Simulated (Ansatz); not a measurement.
# Bi2S2O (P4/nmm): band gap by G0W0 on r2SCAN

Aim: the quasiparticle gap of Bi2S2O (P4/nmm), starting from r2SCAN.

Main program and level: Ansatz 0.2.0; r2SCAN, then G0W0 on it, plane waves, PAW.

### Step 1. The structure

It takes space group P4/nmm (No. 129, tetragonal). The conventional cell has a = 3.954 Å, b = 3.954 Å, c = 14.051 Å, α = 90.00°, β = 90.00°, γ = 90.00°. Nearest to Bi lie 5 S at 2.52 to 2.82 Å. Bi has 4 O at 2.34 Å and 4 S at 3.12 Å nearest. Nearest to S lie 4 Bi at 2.82 Å. Nearest to S lie 5 Bi at 2.52 to 3.12 Å. O has 4 Bi at 2.34 Å nearest. Farther neighbours and most contacts between anions are not listed.

The cell and positions are those that the Materials Project relaxed with its own functionals (PBE, PBE+U or r2SCAN), kept fixed. Spin-orbit coupling is left out unless a step names it. The default PAW set here is soft_2. Its files were made with PBE.

### Step 2. Bands along the symmetry lines

Levels along a band path and on the mesh show where this functional puts the band edges.

This step: DFT, r2SCAN, plane waves, PAW.

input.yaml reads:

```yaml
crystal:
  lattice:
    - [3.95410139, 0.0, 0.0]
    - [0.0, 3.95410139, 0.0]
    - [0.0, 0.0, 14.05057958]
  atoms:
    - { symbol: Bi, position: [0.0, 0.5, 0.86649583] }
    - { symbol: Bi, position: [0.5, 0.0, 0.13350417] }
    - { symbol: Bi, position: [0.5, 0.0, 0.58909314] }
    - { symbol: Bi, position: [0.0, 0.5, 0.41090686] }
    - { symbol: S, position: [0.5, 0.0, 0.89431341] }
    - { symbol: S, position: [0.0, 0.5, 0.10568659] }
    - { symbol: S, position: [0.0, 0.5, 0.68748752] }
    - { symbol: S, position: [0.5, 0.0, 0.31251248] }
    - { symbol: O, position: [0.0, 0.0, 0.5] }
    - { symbol: O, position: [0.5, 0.5, 0.5] }
kpoints:
  mp_grid: { grid: [6, 6, 2] }
  band_path:
    path:
      - [[0.0, 0.0, 0.0], [0.0, 0.5, 0.0], [0.5, 0.5, 0.0], [0.0, 0.0, 0.0], [0.0, 0.0, 0.5], [0.0, 0.5, 0.5], [0.5, 0.5, 0.5], [0.0, 0.0, 0.5]]
      - [[0.0, 0.5, 0.0], [0.0, 0.5, 0.5]]
      - [[0.5, 0.5, 0.0], [0.5, 0.5, 0.5]]
    npoints: 10
hamiltonian:
  xc: r2scan
scf:
  occupations: { method: fermi_dirac, width: 0.02 }
  n_extra_bands: 7
output:
  eigenvalues: true
  write_density: true
  write_potential: true
  elf: true
  volumetric_format: npy
```

Launch:

```console
$ ansatz run input.yaml --threads 3 --pin off --max-ram 92160MiB --backend cuda --events-out ev --progress --plain --runs-dir out --devices 1 --max-vram 13GiB
```

Numbers of over 12 decimals in the logs are rounded to 6 here.

The log of the run:

```text
scf.n_extra_bands = 7 over 48 filled bands (N_el = 96.0): the run solves 55 bands
GPUs: using 1 of 1 available (devices: 1).
Engine: ansatz 0.2.0, x86_64-unknown-linux-gnu
Pseudopotentials: kind: paw
Pseudopotential: Bi, paw, valence charge 15, recommended cutoff 500 eV (meta_gga), Bi.paw.azcp
Pseudopotential: S, paw, valence charge 6, recommended cutoff 500 eV (meta_gga), S.paw.azcp
Pseudopotential: O, paw, valence charge 6, recommended cutoff 500 eV (meta_gga), O.paw.azcp
Functional definition: r2SCAN
  parameter k0 = 0.174
  parameter k1 = 0.065
  parameter a1 = 4.9479
  exchange = r2scan_x(k0 = k0, k1 = k1, a1 = a1)
  correlation = r2scan_c
device memory: the entry about to start is reckoned to put 4.5 GiB on a device that reports 63.0 GiB free (of which the cap on the GPU budget leaves the run 13.0 GiB)
GPU FFT provider: cuFFT
GPU libraries: cuBLAS 13.8.2, cuFFT 12.4.0, cuSOLVER 12.3.4
Crystal: 10 atoms, lattice volume = 219.680 Å³
Basis set: ecut = 500 eV, 5587 PW (Γ), exchange–correlation on 120×120×432 points (64 copies of the dense FFT grid, shifted against one another)
Bands: 55, of which v1, the nominal top of the filled ones, is band 48 counted from 1 (47 counted from 0)
Symmetry: 16 space group operations
Space group: P4/nmm (ITA 129), of the structure as read, at distance tolerance 6.0e-5 Å
k-points: 20 of 72
Non-local potential: Bi, projectors of the file, l = 0: 2, l = 1: 2, l = 2: 2, l = 3: 2
Non-local potential: S, projectors of the file, l = 0: 2, l = 1: 2, l = 2: 2
Non-local potential: O, projectors of the file, l = 0: 2, l = 1: 2, l = 2: 1
PAW form: soft (Blöchl's): semilocal exchange-correlation on the pseudo side does not see the compensation charge
PAW frozen core: Bi, regenerated for the run's functional (the file was generated under x = pbe(κ = 0.804, μ = 0.219515), c = pbe(β = 0.066725))
PAW frozen core: S, regenerated for the run's functional (the file was generated under x = pbe(κ = 0.804, μ = 0.219515), c = pbe(β = 0.066725))
PAW frozen core: O, regenerated for the run's functional (the file was generated under x = pbe(κ = 0.804, μ = 0.219515), c = pbe(β = 0.066725))
PAW one-centre angular grid: Bi, 590 points (default); XC on 160 Gauss nodes
PAW one-centre angular grid: S, 302 points (default); XC on 160 Gauss nodes
PAW one-centre angular grid: O, 302 points (default); XC on 160 Gauss nodes
Initial density: superposition of atomic densities (neutral atoms: chi_scale 0, normalization atom), corrected by the library's trained network
Initial wavefunctions: pseudopotential atomic-orbital guess
GPU buffer pool allocated for 97200 grid points (all kernels)
GPU transforms: local potential and band sums: pruned to the plane-wave sphere, on 30×30×108
Functional: x = r2scan, c = r2scan; τ floored in thin density (d = 2e-4 eV/Å³)
SCF iter   1: F=—  HF=-54406.787572 eV  |F-HF|=—  |Δ(HF+E_count)|=         —  Δρ=6.10e-3  dr2=9.11e-2  dr2_τ=1.33e-1  ethr=1.77e-3  ⟨swp⟩=6.7  Hψ=4401  notcnv=0
preconditioner: auto → Resta (q_TF=auto, 2.377 Å⁻¹)  ε∞=3.1  [insulator: Δε(μ)=1.176 eV  Ē_g=16.839 eV  σ=0.020 eV  W_gap=1.00  n_scr=50 (ndim 8)  ℏωp=24.5 eV  f_vac=0.003  D(μ)=0.00/eV (n_scr^D=0)  ε∞_Penn≈3.1]
SCF iter   2: F=—  HF=-54406.880321 eV  |F-HF|=—  |Δ(HF+E_count)|=   9.27e-2  Δρ=3.56e-3  dr2=1.79e-2  dr2_τ=2.34e-3  ethr=9.49e-5  ⟨swp⟩=2.8  Hψ=1981  notcnv=0  defer=45
SCF iter   3: F=—  HF=-54406.880608 eV  |F-HF|=—  |Δ(HF+E_count)|=   2.87e-4  Δρ=1.70e-3  dr2=4.66e-3  dr2_τ=2.05e-4  ethr=1.86e-5  ⟨swp⟩=2.0  Hψ=1292  notcnv=0  defer=45
SCF iter   4: F=—  HF=-54406.881037 eV  |F-HF|=—  |Δ(HF+E_count)|=   4.29e-4  Δρ=3.02e-4  dr2=6.50e-4  dr2_τ=2.59e-5  ethr=4.85e-6  ⟨swp⟩=2.0  Hψ=1552  notcnv=0  defer=45
SCF iter   5: F=—  HF=-54406.881007 eV  |F-HF|=—  |Δ(HF+E_count)|=   3.07e-5  Δρ=1.78e-4  dr2=1.12e-4  dr2_τ=5.85e-6  ethr=6.77e-7  ⟨swp⟩=2.0  Hψ=1529  notcnv=0  defer=45
SCF iter   6: F=—  HF=-54406.881015 eV  |F-HF|=—  |Δ(HF+E_count)|=   8.04e-6  Δρ=3.88e-5  dr2=2.98e-6  dr2_τ=3.43e-7  ethr=1.16e-7  ⟨swp⟩=2.0  Hψ=1405  notcnv=0  defer=45
SCF iter   7: F=—  HF=-54406.881221 eV  |F-HF|=—  |Δ(HF+E_count)|=   2.07e-4  Δρ=1.44e-5  dr2=5.33e-7  dr2_τ=2.56e-8  ethr=3.11e-9  ⟨swp⟩=2.0  Hψ=1592  notcnv=0  defer=45
SCF iter   8: F=-54406.881222 eV  HF=-54406.881222 eV  |F-HF|=1.13e-9  |Δ(HF+E_count)|=   2.81e-7  Δρ=2.54e-6  dr2=2.48e-8  dr2_τ=7.23e-10  ethr=1.04e-10  ⟨swp⟩=8.2  Hψ=3630  notcnv=0
SCF 1 converged in 8 iterations: F = -54406.881222 eV  dr2 = 2.48e-8
  greatest PAW one-centre occupation: 0.990 electrons in one spin orbital (limit 2), on the Bi atom at site 3 (counted from 0), in its partial waves of l = 2
device memory: the entry about to start is reckoned to put 3.0 GiB on a device that reports 61.0 GiB free (of which the cap on the GPU budget leaves the run 13.0 GiB)
NSCF: frozen V_eff on 93 k-points
SCF converged after 8 iterations
Free energy (F): -54406.881222 eV
Harris-Foulkes:  -54406.881222 eV  (|F-HF|=1.13e-9)
Internal energy: -54406.881222 eV  (E = F + TS)
E sigma→0 (E₀):  -54406.881222 eV
Fermi energy:    9.020412 eV
--- Per-component energies (eV) ---
  E_band       = -483.847866
  E_kinetic    = 1976.734246
  E_local      = -8857.420681  (includes V_loc(G=0)·N_el)
  E_nonlocal   = 2467.594620
  E_hartree    = 3174.990895
  E_xc         = -1080.382712
  E_vxc        = -1217.452111  (∫ρ·V_xc dr)
  E_paw        = -45511.217341  (= ΣΔE_a)
  E_vpaw       = -1276.743079  (= ΣTr[D̂ρ^β])
  E_aug_tail   = 0.000781  (compensation charges beyond the density's cutoff)
  E_vtau       = 73.457685  (kinetic-family band-sum trace: ∫τ·v_τ [+ j·A + Jᵃ·Aᵃ] dr)
  E_ewald      = -6580.180271
  E_core_change = 2.999240  (= ΣΔE_core)
  E_smearing   = -0.000000  (= −TS)
  E_closure    = -0.000000  (closes the sum)
  Σ components = -54406.881222   (vs F -54406.881222, Δ=0.00e0)
--- Band table (eV; the first three rows and the last of 20) ---
  k-point 0: bands = [... 44 lower, 7.2772, 7.3778, 7.5252, 7.5252, 10.1767, 10.9637, 12.5717, 12.8006, ... 3 higher]
  k-point 1: bands = [... 44 lower, 7.1998, 7.3525, 7.5425, 7.5425, 10.2684, 11.0780, 12.5499, 12.8977, ... 3 higher]
  k-point 2: bands = [... 44 lower, 7.2865, 7.4109, 7.5804, 7.6056, 11.0492, 11.4175, 12.0191, 12.1969, ... 3 higher]
  k-point 19: bands = [... 44 lower, 6.7679, 6.7679, 7.2156, 7.2156, 11.8174, 11.8174, 12.4854, 12.4854, ... 3 higher]
```

It took 14 s on 1 × NVIDIA H100 80GB HBM3 (shared by 6 runs) with 3 threads of AMD EPYC 7R13 (Zen 3), shared host; peak memory 1.3 GiB; 12 s of CPU time.

This step gave:

- filled bands: 48
- gap: 1.191 eV
- valence top at: X
- conduction bottom at: X
- least direct gap: 1.191 eV

Over mesh and path the gap is 1.191 eV, direct, at k = (0.000, 0.500, 0.000).

The electronic bands at the labelled points (eV, zero at the top of the highest nominally filled band):

| point | band 45 | band 46 | band 47 | band 48 | band 49 | band 50 | band 51 | band 52 |
| --- | --- | --- | --- | --- | --- | --- | --- | --- |
| Γ | -1.15 | -1.05 | -0.90 | -0.90 | 1.75 | 2.54 | 4.15 | 4.38 |
| halfway | -1.03 | -0.88 | -0.80 | -0.71 | 2.81 | 3.03 | 3.06 | 3.34 |
| X | -0.54 | -0.54 | 0.00 | 0.00 | 1.19 | 1.19 | 1.64 | 1.64 |
| halfway | -1.36 | -1.36 | -0.94 | -0.94 | 3.00 | 3.00 | 3.73 | 3.73 |
| M | -1.62 | -1.62 | -1.34 | -1.34 | 3.21 | 3.21 | 4.27 | 4.27 |
| halfway | -1.14 | -1.05 | -0.50 | -0.45 | 1.93 | 2.21 | 2.66 | 3.64 |
| Γ | -1.15 | -1.05 | -0.90 | -0.90 | 1.75 | 2.54 | 4.15 | 4.38 |
| halfway | -1.22 | -1.03 | -0.89 | -0.89 | 1.79 | 2.61 | 4.11 | 4.42 |
| Z | -1.22 | -1.07 | -0.88 | -0.88 | 1.84 | 2.65 | 4.13 | 4.47 |
| halfway | -1.04 | -0.79 | -0.76 | -0.62 | 2.67 | 3.09 | 3.12 | 3.31 |
| R | -0.56 | -0.56 | 0.00 | 0.00 | 1.20 | 1.20 | 1.64 | 1.64 |
| halfway | -1.30 | -1.30 | -1.28 | -1.28 | 3.28 | 3.28 | 3.46 | 3.46 |
| A | -1.66 | -1.66 | -1.21 | -1.21 | 3.39 | 3.39 | 4.06 | 4.06 |
| halfway | -1.12 | -0.97 | -0.59 | -0.34 | 1.93 | 2.17 | 2.64 | 3.99 |
| Z | -1.22 | -1.07 | -0.88 | -0.88 | 1.84 | 2.65 | 4.13 | 4.47 |
| jump to X | -0.54 | -0.54 | 0.00 | 0.00 | 1.19 | 1.19 | 1.64 | 1.64 |
| halfway | -0.55 | -0.55 | 0.00 | 0.00 | 1.19 | 1.19 | 1.64 | 1.64 |
| R | -0.56 | -0.56 | 0.00 | 0.00 | 1.20 | 1.20 | 1.64 | 1.64 |
| jump to M | -1.62 | -1.62 | -1.34 | -1.34 | 3.21 | 3.21 | 4.27 | 4.27 |
| halfway | -1.64 | -1.64 | -1.27 | -1.27 | 3.29 | 3.29 | 4.16 | 4.16 |
| A | -1.66 | -1.66 | -1.21 | -1.21 | 3.39 | 3.39 | 4.06 | 4.06 |

Electrostatic potential energy in the ac plane at fractional y = 0.000, with atoms of Bi and S and O within 0.2 Å of it. With pseudopotentials it is smooth inside the atoms' cores, unlike the true potential.

Ten even steps from '0' (-75 eV) to '9' (14 eV), each cell a mean:
```
99999999999999
99998655578999
99997556558999
99999766689999
99999999999999
99999999999999
99999999999999
99999988999999
99997543468999
99985100026899
88986311147898
35799877789964
56899999999975
99999999999999
99999998999999
99998655579999
99997556568999
99999766689999
99999888899999
99987532368999
99985100026899
99987311257899
99999888889999
99999999999999
```
Columns run along a (4.0 Å; values clipped at the 3rd and 97th percentile), rows up along c (14.1 Å). Atoms in or near the plane, at fractional coordinates: Bi at (0.50, 0.13), Bi at (0.50, 0.59), S at (0.50, 0.89), S at (0.50, 0.31), O at (0.00, 0.50).

Valence density in the ac plane at fractional y = 0.000, with atoms of Bi and S and O within 0.2 Å of it. It is the smooth field of the valence electrons, not physical close to the nuclei.

Ten steps, logarithmic in the rise over the least value, from '0' (0.0 e/Å³) to '9' (7.4 e/Å³), each cell a mean:
```
00012334332100
01134555554210
11235543554321
01134555543211
00011223221100
00000000000000
00000000000000
00011233221100
00124677764210
11246899985321
65445789875445
98643344433579
88632111112468
43211111111233
11112333332111
01234555554310
01235543554310
00124555543210
00112344432100
00124678764210
11246899985311
11235788874311
00012344432100
00001112110000
```
Columns run along a (4.0 Å), rows up along c (14.1 Å). Atoms in or near the plane, at fractional coordinates: Bi at (0.50, 0.13), Bi at (0.50, 0.59), S at (0.50, 0.89), S at (0.50, 0.31), O at (0.00, 0.50).

(Continued in part 2 of 2.)

[Paths, hosts, dates, memory and timing lines, banners, echoed tables and standing remarks are left out of the program output.]

[Logs are printed without paths, hosts, clocks, repeated set-up lines and the standing remarks that a program may print on its own settings, such as how far it seeks lower states.]

[Runs of the session that timed out or met a known fault of the program may be left out.]

[Cells called generated may have been cut or substituted from an entry of the Crystallography Open Database or the Materials Project.]

[Hosts, paths, dates, database ids (printed as entryN), source tags and the programs' standing remarks are cut or masked in the printed files.]

[Where an RPA ε∞ is given, it is that of the G0W0 mesh and is not shown converged in it. Names of k-points follow the symmetry that the program found, which can be lower than the space group named. Band edges on a path are those of the sampled points; other points can move an edge, and change direct to indirect where valleys lie close.]

[Hybrid gaps are those of their k-mesh and are not shown converged in it.]
